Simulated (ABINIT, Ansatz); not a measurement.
An input for ABINIT 10.8.3 (GaAs (F-43m)):

```
acell 3*1.0 Angstrom
rprim 
  0.000000000000 2.826850000000 2.826850000000
  2.826850000000 0.000000000000 2.826850000000
  2.826850000000 2.826850000000 0.000000000000
ntypat 2
znucl 31 33
natom 2
typat 1 2
xred 
  0.000000000000 0.000000000000 0.000000000000
  0.250000000000 0.250000000000 0.250000000000
pp_dirpath "pseudos"
pseudos "Ga.upf, As.upf"
ecut 45
ngkpt 6 6 6
nshiftk 1
shiftk 0.11 0.21 0.31
kptopt 3
chksymbreak 0
istwfk *1
occopt 1
irdwfk 1
optdriver 99
bs_calctype 1
mbpt_sciss 0.666 eV
bs_loband 20
nband 26
bs_exchange_term 1
bs_coulomb_term 21
bs_coupling 0
bs_algorithm 2
bs_freq_mesh 0 8 0.05 eV
zcut 0.15 eV
ecuteps 3
ecutwfn 22.5
inclvkb 2
mdf_epsinf 13.67
irdden 1
bs_haydock_niter 300
bs_haydock_tol -0.02 0
indata_prefix "in"
outdata_prefix "out"
tmpdata_prefix "tmp"
```

```sh
OMP_NUM_THREADS=1 mpirun -n 4 abinit run.abi > log
```

How long will it take on 4 MPI ranks of Arm Neoverse V2, shared host, and how much memory?

It took 2.6 min; on shared hardware allow 77 s to 5.1 min. Peak host memory was 4.2 GiB.

The kernel grows as the square of the matrix size, and full diagonalisation as its cube.

[Paths, hosts, dates, memory and timing lines, banners, echoed tables and standing remarks are left out of the program output.]

[Logs are printed without paths, hosts, clocks, repeated set-up lines and the standing remarks that a program may print on its own settings, such as how far it seeks lower states.]

[Runs of the session that timed out or met a known fault of the program may be left out.]

[Hosts, paths, dates, database ids (printed as entryN), source tags and the programs' standing remarks are cut or masked in the printed files.]

[G0W0 gaps are taken among the corrected bands and points alone; a level outside them can change the order at an edge.]

[Where Ansatz stands beside ABINIT at settings called matched, ABINIT's density can come from a denser mesh and the files from another edition; pairs whose starting gaps differed by over 0.03 eV were left out, so agreement reads better than it is.]
